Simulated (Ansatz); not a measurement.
# Lattice dynamics of (SiC)1(MgO)3 [0001] superlattice, started as wurtzite

Wanted: phonon frequencies of (SiC)1(MgO)3 [0001] superlattice, started as wurtzite and what follows from them.

Main program and level: Ansatz 0.2.0; DFT PBEsol, scalar-relativistic, plane waves, PAW.

The structure was built from a prototype and need not be the compound's stable phase.

## (1) The starting structure

Symmetry: P3m1, No. 156, trigonal system. Conventional cell: a = 3.230 Å, b = 3.230 Å, c = 10.175 Å, α = 90.00°, β = 90.00°, γ = 120.00°. Nearest to C lie 1 Si at 1.91 Å and 3 Mg at 1.97 Å. Mg has 1 O at 1.91 Å and 3 C at 1.97 Å nearest. Nearest to Mg lie 4 O at 1.91 to 1.97 Å. Nearest to O lie 4 Mg at 1.91 to 1.97 Å. Nearest to O lie 4 Mg at 1.91 to 1.97 Å. Farther neighbours and most contacts between anions are not listed.

## (2) Coarse relaxation

The start is far from rest, so a relaxation with loose tolerances brings it close first.

The input, input.yaml:

```yaml
crystal:
  lattice:
    - [3.23, 0.0, 0.0]
    - [-1.615, 2.79726, 0.0]
    - [0.0, 0.0, 10.175]
  atoms:
    - { symbol: C, position: [0.333333, 0.666667, 0.1875] }
    - { symbol: Mg, position: [0.666667, 0.333333, 0.25] }
    - { symbol: Mg, position: [0.333333, 0.666667, 0.5] }
    - { symbol: Mg, position: [0.666667, 0.333333, 0.75] }
    - { symbol: O, position: [0.666667, 0.333333, 0.4375] }
    - { symbol: O, position: [0.333333, 0.666667, 0.6875] }
    - { symbol: O, position: [0.666667, 0.333333, 0.9375] }
    - { symbol: Si, position: [0.333333, 0.666667, 0.0] }
kpoints:
  mp_grid: { grid: [9, 9, 2] }
hamiltonian:
  xc: pbesol
scf:
  occupations: { method: gaussian, width: 0.1 }
output:
  forces: true
  stress: true
  eigenvalues: true
relax:
  adjacent_minimum: "off"
  f_tol: 0.05
  max_steps: 80
  cell: { stress_tol: 0.5 }
```

The run is started by

```sh
$ ansatz run input.yaml --threads 4 --pin off --max-ram 14336MiB --backend cpu --events-out ev --progress --plain --runs-dir out
```

Numbers of over 12 decimals in the logs are rounded to 6 here.

What it wrote:

```text
[...]
atoms:
    - { symbol: C, position: [0.333333, 0.666667, 0.175759] }
    - { symbol: Mg, position: [0.666667, 0.333333, 0.255095] }
    - { symbol: Mg, position: [0.333333, 0.666667, 0.495514] }
    - { symbol: Mg, position: [0.666667, 0.333333, 0.734753] }
    - { symbol: O, position: [0.666667, 0.333333, 0.451062] }
    - { symbol: O, position: [0.333333, 0.666667, 0.690084] }
    - { symbol: O, position: [0.666667, 0.333333, 0.936592] }
    - { symbol: Si, position: [0.333333, 0.666667, 0.011141] }
[key lines of the parts left out:]
SCF converged after 6 iterations
Free energy (F): -8290.354882 eV
Fermi energy:    7.766974 eV
P = ⅓ Tr σ = 0.4340 GPa (4.340 kbar)
```

The job ended after 11 s (4 threads of Intel Xeon Platinum 8488C (Sapphire Rapids), shared host; peak memory 0.46 GiB).

Step by step:

| step | energy less that of the first step (eV) | largest force component (eV/Å) | pressure (GPa) | volume (Å³) |
| --- | --- | --- | --- | --- |
| 1 | 0.0000 | 5.2404 | 9.58 | 91.93 |
| 2 | -0.7906 | 2.9933 | 3.94 | 94.94 |
| 3 | -1.1017 | 0.5997 | -1.73 | 99.30 |
| 4 | -1.1286 | 0.2409 | -0.28 | 98.34 |
| 5 | -1.1337 | 0.0295 | 0.05 | 98.01 |
| 6* | -1.1578 | 0.0298 | 0.43 | 98.01 |

Relaxation steps marked * repeat the geometry before them on a plane-wave basis chosen anew for their cell, so energy and pressure can jump there.

Forces are held to the 6 operations that the run works with; a distortion that breaks them can't arise in this run.

| conventional cell, symmetrised | before | after | change |
| --- | --- | --- | --- |
| a (Å) | 3.230 | 3.312 | +2.5 % |
| b (Å) | 3.230 | 3.312 | +2.5 % |
| c (Å) | 10.175 | 10.320 | +1.4 % |
| volume (Å³/atom) | 11.49 | 12.25 | +6.6 % |

The atoms that moved most (Å, as changes of fractional coordinates times the final cell):

| atom | dx | dy | dz | length |
| --- | --- | --- | --- | --- |
| Mg4 | 0.000 | 0.000 | -0.157 | 0.157 |
| O5 | 0.000 | 0.000 | 0.140 | 0.140 |
| C1 | 0.000 | 0.000 | -0.121 | 0.121 |
| Si8 | 0.000 | 0.000 | 0.115 | 0.115 |
| Mg2 | 0.000 | 0.000 | 0.053 | 0.053 |
| Mg3 | 0.000 | 0.000 | -0.046 | 0.046 |
| O6 | 0.000 | 0.000 | 0.027 | 0.027 |
| O7 | 0.000 | 0.000 | -0.009 | 0.009 |

This step gave:

* pressure: 0.4340 GPa
* volume per atom: 12.25 Å³
* gap on the k-mesh: 0 eV

In this step the volume went from 11.49 to 12.25 Å³/atom.

## (3) Bringing the structure to rest

The cell and atoms are relaxed, since residual forces and stress would shift the frequencies.

The input, input.yaml:

```yaml
crystal:
  lattice:
    - [3.3115488214, 0.0, 0.0]
    - [-1.6557744107, 2.8678854052, 0.0]
    - [0.0, 0.0, 10.3200522809]
  atoms:
    - { symbol: C, position: [0.3333333333, 0.6666666667, 0.1757592126] }
    - { symbol: Mg, position: [0.6666666667, 0.3333333333, 0.2550945973] }
    - { symbol: Mg, position: [0.3333333333, 0.6666666667, 0.4955142138] }
    - { symbol: Mg, position: [0.6666666667, 0.3333333333, 0.734753402] }
    - { symbol: O, position: [0.6666666667, 0.3333333333, 0.4510621018] }
    - { symbol: O, position: [0.3333333333, 0.6666666667, 0.6900841048] }
    - { symbol: O, position: [0.6666666667, 0.3333333333, 0.93659183] }
    - { symbol: Si, position: [0.3333333333, 0.6666666667, 0.0111405376] }
kpoints:
  mp_grid: { grid: [12, 12, 4] }
hamiltonian:
  xc: pbesol
scf:
  occupations: { method: gaussian, width: 0.1 }
output:
  forces: true
  stress: true
  eigenvalues: true
  write_density: true
  write_potential: true
  elf: true
  volumetric_format: npy
relax:
  adjacent_minimum: "off"
  f_tol: 0.005
  max_steps: 80
  cell: { stress_tol: 0.05 }
```

What it wrote:

```text
[...]
Crystal: 8 atoms, lattice volume = 98.011 Å³
Basis set: ecut = 420 eV, 1967 PW (Γ), exchange–correlation on 48×48×144 points (8 copies of the dense FFT grid, shifted against one another)
Bands: 36, of which v1, the nominal top of the filled ones, is band 28 counted from 1 (27 counted from 0)
Symmetry: 6 space group operations
[...]
k-points: 69 of 576 (time reversal used)
[...]
SCF iter   1: F=—  HF=-8290.438125 eV  |F-HF|=—  |Δ(HF+E_count)|=         —  Δρ=1.50e-2  dr2=4.99e-1  ethr=1.77e-3  ⟨swp⟩=6.1  Hψ=10854  notcnv=0  defer=67
[...]
SCF iter  13: F=-8290.350206 eV  HF=-8290.350206 eV  |F-HF|=3.24e-10  |Δ(HF+E_count)|=   3.12e-9  Δρ=2.36e-6  dr2=8.19e-9  ethr=1.79e-10  ⟨swp⟩=14.6  Hψ=16597  notcnv=0
SCF 1 converged in 13 iterations: F = -8290.350206 eV  dr2 = 8.19e-9
[...]
relax step   1: F+E_penalty+E_count = -8290.35020626 eV  Δ(F+E_penalty+E_count) = +0.000e0 eV  max|allowed force component| = 2.817e-2 eV/Å  Δτ_max = 0.0000 Å  P = +0.431 GPa  Ω = 98.011 Å³  (13 SCF iters, dr2 threshold 1.00e-7 eV, accepted)
Crystal: 8 atoms, lattice volume = 98.192 Å³
[...]
SCF iter   7: F=-8290.350144 eV  HF=-8290.350144 eV  |F-HF|=1.02e-7  |Δ(HF+E_count)|=   3.24e-7  Δρ=7.15e-6  dr2=1.48e-7  ethr=9.20e-10  ⟨swp⟩=10.3  Hψ=17907  notcnv=0
SCF 2 converged in 7 iterations: F = -8290.350144 eV  dr2 = 1.48e-7
relax step   2: F+E_penalty+E_count = -8290.35014350 eV  Δ(F+E_penalty+E_count) = +6.276e-5 eV  max|allowed force component| = 1.331e-2 eV/Å  Δτ_max = 0.0017 Å  P = +0.221 GPa  Ω = 98.192 Å³  energy of the carried Pulay correction = -4.872e-4 eV  (7 SCF iters, dr2 threshold 5.15e-7 eV, accepted)
Crystal: 8 atoms, lattice volume = 98.380 Å³
[...]
SCF iter   8: F=-8290.349790 eV  HF=-8290.349790 eV  |F-HF|=1.11e-8  |Δ(HF+E_count)|=   3.60e-8  Δρ=3.30e-6  dr2=2.20e-8  ethr=2.28e-10  ⟨swp⟩=8.7  Hψ=14715  notcnv=0
SCF 3 converged in 8 iterations: F = -8290.349790 eV  dr2 = 2.20e-8
relax step   3: F+E_penalty+E_count = -8290.34978983 eV  Δ(F+E_penalty+E_count) = +3.537e-4 eV  max|allowed force component| = 5.023e-3 eV/Å  Δτ_max = 0.0018 Å  P = +0.004 GPa  Ω = 98.380 Å³  energy of the carried Pulay correction = -9.934e-4 eV  (8 SCF iters, dr2 threshold 1.28e-7 eV, accepted)
[...]
relax step   4: F+E_penalty+E_count = -8290.34978264 eV  Δ(F+E_penalty+E_count) = +7.197e-6 eV  max|allowed force component| = 2.305e-3 eV/Å  Δτ_max = 0.0001 Å  P = +0.001 GPa  Ω = 98.383 Å³  energy of the carried Pulay correction = -1.001e-3 eV  (7 SCF iters, dr2 threshold 1.58e-9 eV, accepted)
[...]
SCF iter  11: F=-8290.350852 eV  HF=-8290.350852 eV  |F-HF|=3.64e-12  |Δ(HF+E_count)|=  3.64e-12  Δρ=2.07e-9  dr2=8.79e-15  ethr=1.00e-12  ⟨swp⟩=3.0  Hψ=8050  notcnv=0
SCF 5 converged in 11 iterations: F = -8290.350852 eV  dr2 = 8.79e-15
relax step   5: F+E_penalty+E_count = -8290.35085176 eV  Δ(F+E_penalty+E_count) = -1.069e-3 eV  max|allowed force component| = 2.293e-3 eV/Å  Δτ_max = 0.0000 Å  P = +0.019 GPa  Ω = 98.383 Å³  stress off target by 4.78e-2 GPa  SCF on the basis re-selected at this cell (its energy is not comparable with the rows above)  (11 SCF iters)
[...]
SCF converged after 11 iterations
Free energy (F): -8290.350852 eV
[...]
Internal energy: -8290.339858 eV  (E = F + TS)
E sigma→0 (E₀):  -8290.345355 eV
Entropy (-TS):   -0.010994 eV (-1.374 meV/atom)
Fermi energy:    7.753295 eV
[...]
--- Forces (eV/Å), atoms counted from 1 ---
  atom   1  C     -0.00000000     0.00000000     0.00212908
  atom   2  Mg     0.00000000     0.00000000    -0.00031893
  atom   3  Mg     0.00000000    -0.00000000    -0.00028676
  atom   4  Mg    -0.00000000     0.00000000    -0.00012544
  atom   5  O      0.00000000    -0.00000000     0.00008867
  atom   6  O     -0.00000000     0.00000000     0.00037218
  atom   7  O     -0.00000000    -0.00000000     0.00044161
  atom   8  Si    -0.00000000     0.00000000    -0.00229174
  max |Σ_I F_I| component: 8.67e-6 eV/Å
--- Stress (GPa, compression-positive) ---
        0.003977      -0.000000      -0.000000
        0.000000       0.003977       0.000000
       -0.000000       0.000000       0.047771
  P = ⅓ Tr σ = 0.0186 GPa (0.186 kbar)
--- Band table (eV; the first three rows and the last of 69) ---
  k-point 0: bands = [... 24 lower, 4.2227, 4.7085, 5.8338, 8.1217, 8.1217, 9.3988, 11.0625, 12.9491, ... 4 higher]
  k-point 1: bands = [... 24 lower, 4.2229, 4.3481, 6.0668, 8.1218, 8.1218, 9.2514, 11.2266, 12.9488, ... 4 higher]
  k-point 2: bands = [... 24 lower, 4.2231, 4.2231, 6.2528, 8.1219, 8.1219, 9.1134, 11.3871, 12.9485, ... 4 higher]
  k-point 68: bands = [... 24 lower, 3.9072, 4.9144, 5.1023, 5.6328, 9.9254, 10.5243, 12.3699, 12.3923, ... 4 higher]
--- Relaxed structure (4 steps of the walk, 4 accepted, 1 SCFs on fresh bases) ---
[...]
cell:  # Å, volume = 98.3831 Å³
    - [3.315677, 3.055238550332455e-19, 1.080277926418313e-18]
    - [-1.657838, 2.871460, -5.40138963209157e-19]
    - [3.3665590573523177e-18, 0, 10.333449]
  atoms:
    - { symbol: C, position: [0.333333, 0.666667, 0.175719] }
    - { symbol: Mg, position: [0.666667, 0.333333, 0.255008] }
    - { symbol: Mg, position: [0.333333, 0.666667, 0.495312] }
    - { symbol: Mg, position: [0.666667, 0.333333, 0.734786] }
    - { symbol: O, position: [0.666667, 0.333333, 0.450883] }
    - { symbol: O, position: [0.333333, 0.666667, 0.690057] }
    - { symbol: O, position: [0.666667, 0.333333, 0.936932] }
    - { symbol: Si, position: [0.333333, 0.666667, 0.011303] }
```

Run time: 27 s. Hardware: 4 threads; peak memory 0.59 GiB; 97 s of CPU time.

Step by step:

| step | energy less that of the first step (eV) | largest force component (eV/Å) | pressure (GPa) | volume (Å³) |
| --- | --- | --- | --- | --- |
| 1 | 0.0000 | 0.0282 | 0.43 | 98.01 |
| 2 | 0.0001 | 0.0133 | 0.22 | 98.19 |
| 3 | 0.0004 | 0.0050 | 0.00 | 98.38 |
| 4 | 0.0004 | 0.0023 | 0.00 | 98.38 |
| 5* | -0.0006 | 0.0023 | 0.02 | 98.38 |

Relaxation steps marked * repeat the geometry before them on a plane-wave basis chosen anew for their cell, so energy and pressure can jump there.

Forces are held to the 6 operations that the run works with; a distortion that breaks them can't arise in this run.

| conventional cell, symmetrised | before | after | change |
| --- | --- | --- | --- |
| a (Å) | 3.312 | 3.316 | +0.1 % |
| b (Å) | 3.312 | 3.316 | +0.1 % |
| c (Å) | 10.320 | 10.333 | +0.1 % |
| volume (Å³/atom) | 12.25 | 12.30 | +0.4 % |

This step gave:

- pressure: 0.01857 GPa
- volume per atom: 12.30 Å³

ELF in the ac plane at fractional y = 0.667, with atoms of C and Mg and O and Si within 0.2 Å of it. It is the smooth field of the valence electrons, not physical close to the nuclei.

Ten even steps from '0' (0.02) to '9' (0.85), each cell a mean:
```
45664444566544444
44566777654445554
22223443322234443
00000000000011111
01233443321000000
14788998875200000
37998778998410000
58998547998620001
46899999987420001
12344444432100000
00012332100011221
10144324420145654
40034334410367777
52001221001467776
32000000001344554
00011111110011111
02456666542100000
26899999997310000
59998778999631001
79984103799852114
68987667898752114
57999999998631012
35666555666421001
35433563345422222
```
Columns run along a (3.3 Å), rows up along c (10.3 Å). Atoms in or near the plane, at fractional coordinates: C at (0.33, 0.18), Mg at (0.33, 0.50), O at (0.33, 0.69), Si at (0.33, 0.01).

Valence density in the ac plane at fractional y = 0.667, with atoms of C and Mg and O and Si within 0.2 Å of it. It is the smooth field of the valence electrons, not physical close to the nuclei.

Values in e/Å³, 24 rows by 14 columns, each cell a mean:
```
 0  0  0  0  0  0  0  0  0  0  0  0  0  0
 0  0  0  0  0  0  0  0  0  0  0  0  0  0
 0  0  0  0  0  0  0  0  0  0  0  0  0  0
 0  0  0  0  0  0  0  0  0  0  0  0  0  0
 0  0  0  0  0  0  0  0  0  0  0  0  0  0
 0  0  0  1  1  1  1  0  0  0  0  0  0  0
 0  1  1  3  5  5  3  2  1  0  0  0  0  0
 0  1  2  4  6  6  4  2  1  0  0  0  0  0
 0  0  1  2  2  2  2  1  0  0  0  0  0  0
 0  0  0  0  0  0  0  0  0  0  0  0  0  0
 0  0  0  1  2  3  1  0  0  0  0  0  0  0
 0  0  2  8 19 20 10  2  0  0  0  0  0  0
 0  0  1  6 15 15  8  2  0  0  0  0  0  0
 0  0  0  0  1  1  1  0  0  0  0  0  0  0
 0  0  0  0  0  0  0  0  0  0  0  0  0  0
 0  0  0  0  0  0  0  0  0  0  0  0  0  0
 0  0  0  0  0  0  0  0  0  0  0  0  0  0
 0  0  0  0  1  1  0  0  0  0  0  0  0  0
 0  0  1  1  1  1  1  1  1  0  0  0  0  0
 0  1  1  2  2  2  2  1  1  0  0  0  0  0
 0  0  1  1  2  2  1  1  1  0  0  0  0  0
 0  0  1  1  1  1  1  1  0  0  0  0  0  0
 0  0  0  0  0  0  0  0  0  0  0  0  0  0
 0  0  0  0  0  0  0  0  0  0  0  0  0  0
```
Columns run along a (3.3 Å), rows up along c (10.3 Å). Atoms in or near the plane, at fractional coordinates: C at (0.33, 0.18), Mg at (0.33, 0.50), O at (0.33, 0.69), Si at (0.33, 0.01).

Electrostatic potential energy in the ac plane at fractional y = 0.667, with atoms of C and Mg and O and Si within 0.2 Å of it. With pseudopotentials it is smooth inside the atoms' cores, unlike the true potential.

Values in eV, 24 rows by 14 columns, each cell a mean:
```
  3  -4 -19 -35 -46 -46 -38 -22  -6   3   6   7   7   7
  7   4   0  -5 -10 -10  -6  -1   3   6   8   8   8   8
  9   8   7   6   5   5   6   7   8   9   9   9   9   9
  9   9   9   9   9   9   9   9   9   9   8   8   8   8
  7   9  10  10  10  10  10  10   9   7   6   5   5   6
  6   8   8   5   1   0   5   8   8   6   3   2   2   3
  5   6  -6 -24 -35 -36 -27  -9   5   5   4   2   2   3
  7   5 -10 -30 -43 -44 -32 -14   4   7   6   5   5   6
  9   9   4  -7 -16 -17  -9   3   8   9   8   8   8   8
  9   8   6   4   3   2   4   6   7   8   9   9   9   9
  6   3  -3 -13 -24 -25 -15  -5   2   6   8   9   9   9
  5  -2 -20 -46 -55 -55 -48 -25  -4   4   8   9   9   8
  5  -1 -16 -41 -53 -53 -43 -20  -3   5   8   9   9   8
  8   5   0  -7 -14 -15  -8  -1   4   7   9  10  10   9
  9   8   7   5   4   4   5   6   8   9  10  10  10  10
  9   9   9   9   9   9   9   9   9   9   8   8   8   8
  7   8  10  10  10  10  10  10   9   7   6   5   5   5
  6   8   8   8   7   7   8   8   8   6   4   3   3   4
  7   6   0 -15 -30 -31 -18  -2   6   7   6   5   5   6
  9   4 -12 -41 -55 -55 -45 -16   3   8   9   9   9   9
 10   7  -2 -20 -36 -37 -24  -5   6  10  10  10  10  10
  9   6   2  -5 -12 -13  -7   0   6   9  10  10  10  10
  5  -3 -17 -33 -43 -43 -35 -20  -4   4   8   9   9   8
  1 -10 -31 -50 -55 -56 -51 -35 -13   1   6   8   8   7
```
Columns run along a (3.3 Å; values clipped at the 3rd and 97th percentile), rows up along c (10.3 Å). Atoms in or near the plane, at fractional coordinates: C at (0.33, 0.18), Mg at (0.33, 0.50), O at (0.33, 0.69), Si at (0.33, 0.01).

In this step the volume went from 12.25 to 12.30 Å³/atom.

## (4) Tight relaxation

Phonons need a cell at rest on their own settings, so the relaxation is repeated with tight tolerances on forces and stress, using the mesh and the filling of the phonon run that follows.

The input, input.yaml:

```yaml
crystal:
  lattice:
    - [3.3156766928, 0.0, 0.0]
    - [-1.6578383464, 2.8714602467, 0.0]
    - [0.0, 0.0, 10.3334489761]
  atoms:
    - { symbol: C, position: [0.3333333333, 0.6666666667, 0.175719205] }
    - { symbol: Mg, position: [0.6666666667, 0.3333333333, 0.2550080638] }
    - { symbol: Mg, position: [0.3333333333, 0.6666666667, 0.4953120933] }
    - { symbol: Mg, position: [0.6666666667, 0.3333333333, 0.7347855535] }
    - { symbol: O, position: [0.6666666667, 0.3333333333, 0.4508826834] }
    - { symbol: O, position: [0.3333333333, 0.6666666667, 0.6900569372] }
    - { symbol: O, position: [0.6666666667, 0.3333333333, 0.9369323863] }
    - { symbol: Si, position: [0.3333333333, 0.6666666667, 0.0113030774] }
kpoints:
  mp_grid: { grid: [12, 12, 4] }
hamiltonian:
  xc: pbesol
scf:
  occupations: { method: methfessel_paxton, width: 0.2 }
output:
  forces: true
  stress: true
  eigenvalues: true
relax:
  adjacent_minimum: "off"
  f_tol: 0.001
  max_steps: 60
  cell: { stress_tol: 0.01 }
```

What it wrote:

```text
[...]
Crystal: 8 atoms, lattice volume = 98.383 Å³
Basis set: ecut = 420 eV, 1967 PW (Γ), exchange–correlation on 48×48×144 points (8 copies of the dense FFT grid, shifted against one another)
Bands: 36, of which v1, the nominal top of the filled ones, is band 28 counted from 1 (27 counted from 0)
Symmetry: 6 space group operations
[...]
k-points: 69 of 576 (time reversal used)
[...]
atoms:
    - { symbol: C, position: [0.333333, 0.666667, 0.175713] }
    - { symbol: Mg, position: [0.666667, 0.333333, 0.254995] }
    - { symbol: Mg, position: [0.333333, 0.666667, 0.495322] }
    - { symbol: Mg, position: [0.666667, 0.333333, 0.734813] }
    - { symbol: O, position: [0.666667, 0.333333, 0.450823] }
    - { symbol: O, position: [0.333333, 0.666667, 0.690026] }
    - { symbol: O, position: [0.666667, 0.333333, 0.936908] }
    - { symbol: Si, position: [0.333333, 0.666667, 0.011400] }
[key lines of the parts left out:]
SCF converged after 9 iterations
Free energy (F): -8290.347541 eV
Fermi energy:    7.747001 eV
P = ⅓ Tr σ = 0.0002 GPa (0.002 kbar)
```

Wall time 43 s (4 threads); peak memory 0.58 GiB; 2.6 min of CPU time.

Little changed from the start: no atom moved by 0.005 Å and no cell edge by 0.1 %.

Numbers from this step:

* pressure: 1.77e-4 GPa

The largest force component left is 0.46 meV/Å and the pressure is 0.000 GPa, within the tolerances set. The cell now holds 12.30 Å³/atom.

(Continued in part 2 of 2.)

[Logs are printed without paths, hosts, clocks, repeated set-up lines and the standing remarks that a program may print on its own settings, such as how far it seeks lower states.]

[Hosts, paths, dates, database ids (printed as entryN), source tags and the programs' standing remarks are cut or masked in the printed files.]
